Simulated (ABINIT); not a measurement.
# LiH (Fm-3m): making up for missing bands

Wanted: gap and time of LiH (Fm-3m) with truncated and completed band sums.

Main program and level: ABINIT 10.8.3; PBE and many-body steps on it, plane waves.

Report form: the programs' logs are mostly left out.

The database entry behind the starting cell differs from later determinations by our own check (the deuteride, about 0.2 % short), so it need not match the best structure at ambient conditions.

## Step 1: Set-up

The structure is cubic, space group Fm-3m (No. 225). The conventional cell has a = 4.074 Å, b = 4.074 Å, c = 4.074 Å, α = 90.00°, β = 90.00°, γ = 90.00°. Li has 6 H at 2.04 Å nearest. H has 6 Li at 2.04 Å nearest. Farther neighbours are not listed.

The cell and positions come from the Crystallography Open Database and are kept as given unless a step says otherwise.

## Step 2: Empty states on the mesh, 8×8×8 mesh, 152 bands

This step: ABINIT 10.8.3; DFT, PBE, plane waves, norm-conserving pseudopotentials.

The sums over transitions need many empty states on a uniform mesh; this step solves for them.

Input file run.abi:

```
acell 3*1.0 Angstrom
rprim 
  -0.000000000000 2.036750000000 2.036750000000
  2.036750000000 -0.000000000000 2.036750000000
  2.036750000000 2.036750000000 -0.000000000000
ntypat 2
znucl 3 1
natom 2
typat 1 2
xred 
  0.000000000000 0.000000000000 0.000000000000
  0.500000000000 0.500000000000 0.500000000000
pp_dirpath "pseudos"
pseudos "Li.upf, H.upf"
ecut 33
ngkpt 8 8 8
nshiftk 1
shiftk 0 0 0
kptopt 1
chksymbreak 0
irdden 1
istwfk *1
nband 152
prtvol 0
optdriver 6
gwr_task "HDIAGO"
paral_kgb 0
occopt 1
indata_prefix "in"
outdata_prefix "out"
tmpdata_prefix "tmp"
```

Command:

```
OMP_NUM_THREADS=1 mpirun -n 4 abinit run.abi > log
```

Wall time 9.9 s (4 MPI ranks of Intel Xeon 6975P-C (Granite Rapids), shared host); peak memory 0.46 GiB; 34 s of CPU time.

This step gave:

```yaml
gap: 3.022 eV
k_of_the_valence_top: 0.5, 0.5, 0
k_of_the_conduction_bottom: 0.5, 0.5, 0
least_direct_gap: 3.022 eV
k_points_computed: 29
lowest_point_of_the_top_converged_band_above_the_valence_top: 220.9700 eV
```

On this mesh the gap is 3.022 eV.

The density comes from a self-consistent run that is not shown.

## Step 3: Screening, 8×8×8 mesh, 144 bands, screening to 304.8 eV

The RPA dielectric matrix is built and inverted for each q.

This step: RPA screening on PBE, plane waves, norm-conserving pseudopotentials.

run.abi, as its differences from that of step 2:

```diff
@@ -20,10 +20,11 @@
 chksymbreak 0
-irdden 1
 istwfk *1
-nband 152
-prtvol 0
-optdriver 6
-gwr_task "HDIAGO"
-paral_kgb 0
 occopt 1
+irdwfk 1
+optdriver 3
+nband 144
+ecuteps 11.2
+inclvkb 2
+awtr 1
+symchi 1
 indata_prefix "in"
```

Run time: 2.5 min. Hardware: 4 MPI ranks; peak memory 1.5 GiB.

Numbers from this step:

```
ε∞ with local fields, on this mesh, along the program's q direction : 4.009
the same without local fields                                       : 4.405
plasma frequency                                                    : 18.07 eV
plane waves in the screening matrix                                 : 181
```

Local fields lower ε∞ by 9 %.

## Step 4: 144 bands

The self-energy is evaluated for the states that the input lists, and the levels follow from it, in one-shot runs by the linearised quasiparticle equation.

This step: G0W0 on PBE, plane waves, norm-conserving pseudopotentials.

run.abi, as its differences from that of step 3:

```diff
@@ -23,8 +23,17 @@
 irdwfk 1
-optdriver 3
+optdriver 4
 nband 144
+gwcalctyp 0
+ecutsigx 33
+symsigma 1
+nkptgw 2
+kptgw 
+  0.5000000000 0.5000000000 0.0000000000
+  0.0000000000 0.0000000000 0.0000000000
+bdgw 
+  1 5
+  1 6
 ecuteps 11.2
-inclvkb 2
-awtr 1
-symchi 1
+irdscr 1
+ppmodel 1
 indata_prefix "in"
```

Elapsed: 28 s, on 4 MPI ranks; peak memory 1.6 GiB.

Numbers from this step:

| Quantity | Value |
| --- | --- |
| G0W0 gap on the points computed | 4.974 eV |
| starting gap on the mesh | 3.022 eV |
| k of the valence top | 0.5, 0.5, 0 |
| k of the conduction bottom | 0.5, 0.5, 0 |
| Z at the valence top | 0.772 |
| Z at the conduction bottom | 0.812 |
| least direct G0W0 gap on the computed points | 4.974 eV |

The gap on the mesh goes from 3.02 eV to 4.97 eV, a correction of +1.95 eV.

## Step 5: Screening, 8×8×8 mesh, 14 bands, screening to 304.8 eV

This step: RPA screening on PBE, plane waves, norm-conserving pseudopotentials.

run.abi, as its differences from that of step 4:

```diff
@@ -23,17 +23,8 @@
 irdwfk 1
-optdriver 4
-nband 144
-gwcalctyp 0
-ecutsigx 33
-symsigma 1
-nkptgw 2
-kptgw 
-  0.5000000000 0.5000000000 0.0000000000
-  0.0000000000 0.0000000000 0.0000000000
-bdgw 
-  1 5
-  1 6
+optdriver 3
+nband 14
 ecuteps 11.2
-irdscr 1
-ppmodel 1
+inclvkb 2
+awtr 1
+symchi 1
 indata_prefix "in"
```

Wall time 17 s (4 MPI ranks); peak memory 0.55 GiB.

Numbers from this step:

```yaml
eps_infinity_with_local_fields_on_this_mesh_along_the_program_s_q_direction: 3.996
the_same_without_local_fields: 4.397
plasma_frequency: 18.07 eV
plane_waves_in_the_screening_matrix: 181
```

## Step 6: 14 bands

This step: G0W0 on PBE, plane waves, norm-conserving pseudopotentials.

run.abi, as its differences from that of step 5:

```diff
@@ -23,8 +23,17 @@
 irdwfk 1
-optdriver 3
+optdriver 4
 nband 14
+gwcalctyp 0
+ecutsigx 33
+symsigma 1
+nkptgw 2
+kptgw 
+  0.5000000000 0.5000000000 0.0000000000
+  0.0000000000 0.0000000000 0.0000000000
+bdgw 
+  1 5
+  1 6
 ecuteps 11.2
-inclvkb 2
-awtr 1
-symchi 1
+irdscr 1
+ppmodel 1
 indata_prefix "in"
```

Wall time 5.3 s (4 MPI ranks); peak memory 0.68 GiB.

Numbers from this step:

```yaml
g0w0_gap_on_the_points_computed: 4.784 eV
starting_gap_on_the_mesh: 3.022 eV
k_of_the_valence_top: 0.5, 0.5, 0
k_of_the_conduction_bottom: 0.5, 0.5, 0
z_at_the_valence_top: 0.773
z_at_the_conduction_bottom: 0.814
least_direct_g0w0_gap_on_the_computed_points: 4.784 eV
```

Against G0W0 in ABINIT (8×8×8 mesh, 144 bands, screening to 304.8 eV, Godby-Needs plasmon pole), the gap moves by −0.190 eV.

## Step 7: Screening, 8×8×8 mesh, 14 bands, screening to 304.8 eV

This step: RPA screening on PBE, plane waves, norm-conserving pseudopotentials.

run.abi, as its differences from that of step 6:

```diff
@@ -23,17 +23,10 @@
 irdwfk 1
-optdriver 4
+optdriver 3
 nband 14
-gwcalctyp 0
-ecutsigx 33
-symsigma 1
-nkptgw 2
-kptgw 
-  0.5000000000 0.5000000000 0.0000000000
-  0.0000000000 0.0000000000 0.0000000000
-bdgw 
-  1 5
-  1 6
 ecuteps 11.2
-irdscr 1
-ppmodel 1
+inclvkb 2
+awtr 1
+symchi 1
+gwcomp 1
+gwencomp 3
 indata_prefix "in"
```

The job ended after 69 s (4 MPI ranks; peak memory 0.62 GiB; 4.3 min of CPU time).

This step gave:

| Property | Result |
| --- | --- |
| ε∞ with local fields, on this mesh, along the program's q direction | 4.001 |
| the same without local fields | 4.397 |
| plasma frequency | 18.07 eV |
| plane waves in the screening matrix | 181 |

## Step 8: 14 bands, completed

This step: G0W0 on PBE, plane waves, norm-conserving pseudopotentials.

run.abi, as its differences from that of step 7:

```diff
@@ -23,8 +23,17 @@
 irdwfk 1
-optdriver 3
+optdriver 4
 nband 14
+gwcalctyp 0
+ecutsigx 33
+symsigma 1
+nkptgw 2
+kptgw 
+  0.5000000000 0.5000000000 0.0000000000
+  0.0000000000 0.0000000000 0.0000000000
+bdgw 
+  1 5
+  1 6
 ecuteps 11.2
-inclvkb 2
-awtr 1
-symchi 1
+irdscr 1
+ppmodel 1
 gwcomp 1
```

Wall time 6.5 s (4 MPI ranks); peak memory 0.73 GiB; 23 s of CPU time.

This step gave:

- G0W0 gap on the points computed: 4.918 eV
- starting gap on the mesh: 3.022 eV
- k of the valence top: 0.5, 0.5, 0
- k of the conduction bottom: 0.5, 0.5, 0
- least direct G0W0 gap on the computed points: 4.918 eV

Against G0W0 in ABINIT (8×8×8 mesh, 144 bands, screening to 304.8 eV, Godby-Needs plasmon pole), the gap moves by −0.056 eV.

## Step 9: Screening, 8×8×8 mesh, 52 bands, screening to 304.8 eV

This step: RPA screening on PBE, plane waves, norm-conserving pseudopotentials.

run.abi, as its differences from that of step 8:

```diff
@@ -23,19 +23,8 @@
 irdwfk 1
-optdriver 4
-nband 14
-gwcalctyp 0
-ecutsigx 33
-symsigma 1
-nkptgw 2
-kptgw 
-  0.5000000000 0.5000000000 0.0000000000
-  0.0000000000 0.0000000000 0.0000000000
-bdgw 
-  1 5
-  1 6
+optdriver 3
+nband 52
 ecuteps 11.2
-irdscr 1
-ppmodel 1
-gwcomp 1
-gwencomp 3
+inclvkb 2
+awtr 1
+symchi 1
 indata_prefix "in"
```

The job ended after 57 s (4 MPI ranks; peak memory 0.81 GiB; 3.4 min of CPU time).

Numbers from this step:

* ε∞ with local fields, on this mesh, along the program's q direction: 4.008
* the same without local fields: 4.404
* plasma frequency: 18.07 eV
* plane waves in the screening matrix: 181

## Step 10: 52 bands

This step: G0W0 on PBE, plane waves, norm-conserving pseudopotentials.

run.abi, as its differences from that of step 9:

```diff
@@ -23,8 +23,17 @@
 irdwfk 1
-optdriver 3
+optdriver 4
 nband 52
+gwcalctyp 0
+ecutsigx 33
+symsigma 1
+nkptgw 2
+kptgw 
+  0.5000000000 0.5000000000 0.0000000000
+  0.0000000000 0.0000000000 0.0000000000
+bdgw 
+  1 5
+  1 6
 ecuteps 11.2
-inclvkb 2
-awtr 1
-symchi 1
+irdscr 1
+ppmodel 1
 indata_prefix "in"
```

Wall time 12 s (4 MPI ranks); peak memory 0.97 GiB.

This step gave:

```
G0W0 gap on the points computed              : 4.931 eV
starting gap on the mesh                     : 3.022 eV
k of the valence top                         : 0.5, 0.5, 0
k of the conduction bottom                   : 0.5, 0.5, 0
least direct G0W0 gap on the computed points : 4.931 eV
```

Against G0W0 in ABINIT (8×8×8 mesh, 144 bands, screening to 304.8 eV, Godby-Needs plasmon pole), the gap moves by −0.043 eV.

## Step 11: Screening, 8×8×8 mesh, 52 bands, screening to 304.8 eV

This step: RPA screening on PBE, plane waves, norm-conserving pseudopotentials.

run.abi, as its differences from that of step 10:

```diff
@@ -23,17 +23,10 @@
 irdwfk 1
-optdriver 4
+optdriver 3
 nband 52
-gwcalctyp 0
-ecutsigx 33
-symsigma 1
-nkptgw 2
-kptgw 
-  0.5000000000 0.5000000000 0.0000000000
-  0.0000000000 0.0000000000 0.0000000000
-bdgw 
-  1 5
-  1 6
 ecuteps 11.2
-irdscr 1
-ppmodel 1
+inclvkb 2
+awtr 1
+symchi 1
+gwcomp 1
+gwencomp 2
 indata_prefix "in"
```

Wall time 1.7 min (4 MPI ranks); peak memory 0.86 GiB.

This step gave:

- ε∞ with local fields, on this mesh, along the program's q direction: 4.009
- the same without local fields: 4.404
- plasma frequency: 18.07 eV
- plane waves in the screening matrix: 181

## Step 12: 52 bands, completed

This step: G0W0 on PBE, plane waves, norm-conserving pseudopotentials.

run.abi, as its differences from that of step 11:

```diff
@@ -23,8 +23,17 @@
 irdwfk 1
-optdriver 3
+optdriver 4
 nband 52
+gwcalctyp 0
+ecutsigx 33
+symsigma 1
+nkptgw 2
+kptgw 
+  0.5000000000 0.5000000000 0.0000000000
+  0.0000000000 0.0000000000 0.0000000000
+bdgw 
+  1 5
+  1 6
 ecuteps 11.2
-inclvkb 2
-awtr 1
-symchi 1
+irdscr 1
+ppmodel 1
 gwcomp 1
```

It took 13 s on 4 MPI ranks; peak memory 0.98 GiB; 48 s of CPU time.

This step gave:

| Quantity | Value |
| --- | --- |
| G0W0 gap on the points computed | 4.976 eV |
| starting gap on the mesh | 3.022 eV |
| k of the valence top | 0.5, 0.5, 0 |
| k of the conduction bottom | 0.5, 0.5, 0 |
| least direct G0W0 gap on the computed points | 4.976 eV |

Against G0W0 in ABINIT (8×8×8 mesh, 144 bands, screening to 304.8 eV, Godby-Needs plasmon pole), the gap moves by +0.002 eV.

## Step 13: Side by side

Times are wall times on 4 MPI ranks of Intel Xeon 6975P-C (Granite Rapids), shared host, good to a factor of about two. A run's time includes the screening step that it read.

```csv
run,mesh,bands,screening cutoff (eV),DFT gap (eV),gap on the mesh (eV),direct (eV),ε∞ used,time
144 bands,8×8×8,144,304.8,3.022,4.974,4.974,4.01,3 min
14 bands,8×8×8,14,304.8,3.022,4.784,4.784,4.00,22 s
"14 bands, completed",8×8×8,14,304.8,3.022,4.918,4.918,4.00,76 s
52 bands,8×8×8,52,304.8,3.022,4.931,4.931,4.01,69 s
"52 bands, completed",8×8×8,52,304.8,3.022,4.976,4.976,4.01,2 min
```

## Step 14: Summary of results

- 144 bands: 4.974 eV
- 14 bands: 4.784 eV
- 14 bands, completed: 4.918 eV
- 52 bands: 4.931 eV
- 52 bands, completed: 4.976 eV

**Reading.** 14 bands: −0.190 eV against 144 bands. 14 bands, completed: −0.056 eV against 144 bands. 52 bands: −0.043 eV against 144 bands. 52 bands, completed: +0.002 eV against 144 bands. The row with most bands is itself short of the limit, so it is no exact reference, and agreement of a truncated run with it can be a cancellation between the edges. In the G0W0 runs levels were corrected at 2 k points alone, so a gap called «on the mesh» is the least over those, and an edge elsewhere would be missed.

[Paths, hosts, dates, memory and timing lines, banners, echoed tables and standing remarks are left out of the program output.]

[Logs are printed without paths, hosts, clocks, repeated set-up lines and the standing remarks that a program may print on its own settings, such as how far it seeks lower states.]

[Runs of the session that timed out or met a known fault of the program may be left out.]

[Hosts, paths, dates, database ids (printed as entryN), source tags and the programs' standing remarks are cut or masked in the printed files.]

[G0W0 gaps are taken among the corrected bands and points alone; a level outside them can change the order at an edge.]

[Where Ansatz stands beside ABINIT at settings called matched, ABINIT's density can come from a denser mesh and the files from another edition; pairs whose starting gaps differed by over 0.03 eV were left out, so agreement reads better than it is.]
